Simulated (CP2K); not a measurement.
Consider isocyanoacetylene at its PBE geometry (Å).

```xyz
5

C     2.2263   -0.0789   -0.9953
N     1.1362   -0.0409   -0.5074
C    -0.0571    0.0006    0.0258
C    -1.1645    0.0413    0.5209
H    -2.1409    0.0778    0.9560
```

Method: CP2K XAS_TDP, all-electron GAPW, PBEh(45%), aug-cc-pVTZ, TDA, GW2X-corrected core level, no relativity.

Q: Where do the N K-edge lines lie, and how strong are they?

Leading lines: N2 400.29 eV. The leading line of an atom is its first one with 35 % of the strongest within 2.5 eV of its lowest line over the strength cut. Core ionisation energies at this level: N2 406.11 eV.

The first six lines of each atom with a strength over 0.0015:

```csv
atom,energy (eV),states,"strength, one atom",above the computed threshold
N2 (bonded to 2 C),400.29,2,0.0554,
,404.26,1,0.0024,
,404.48,2,0.0457,
,405.23,1,0.0030,
,405.76,1,0.0055,
,406.19,1,0.0073,yes
```

Lines are vertical, at one geometry, with no vibrational structure. GW2X ionisation energies and lines can be off by 1 to 2 eV either way, and a good line position may hide errors that cancel. These values hold no scalar relativity, about 0.2 eV for N 1s. Rydberg lines, and the discretised continuum above threshold, depend on the basis and the box.

[Banner, clock and machine lines of the logs are left out without a mark of their own.]

[Logs are printed without paths, hosts, clocks, repeated set-up lines and the standing remarks that a program may print on its own settings, such as how far it seeks lower states.]

[Hosts, paths, dates, database ids (printed as entryN), source tags and the programs' standing remarks are cut or masked in the printed files.]
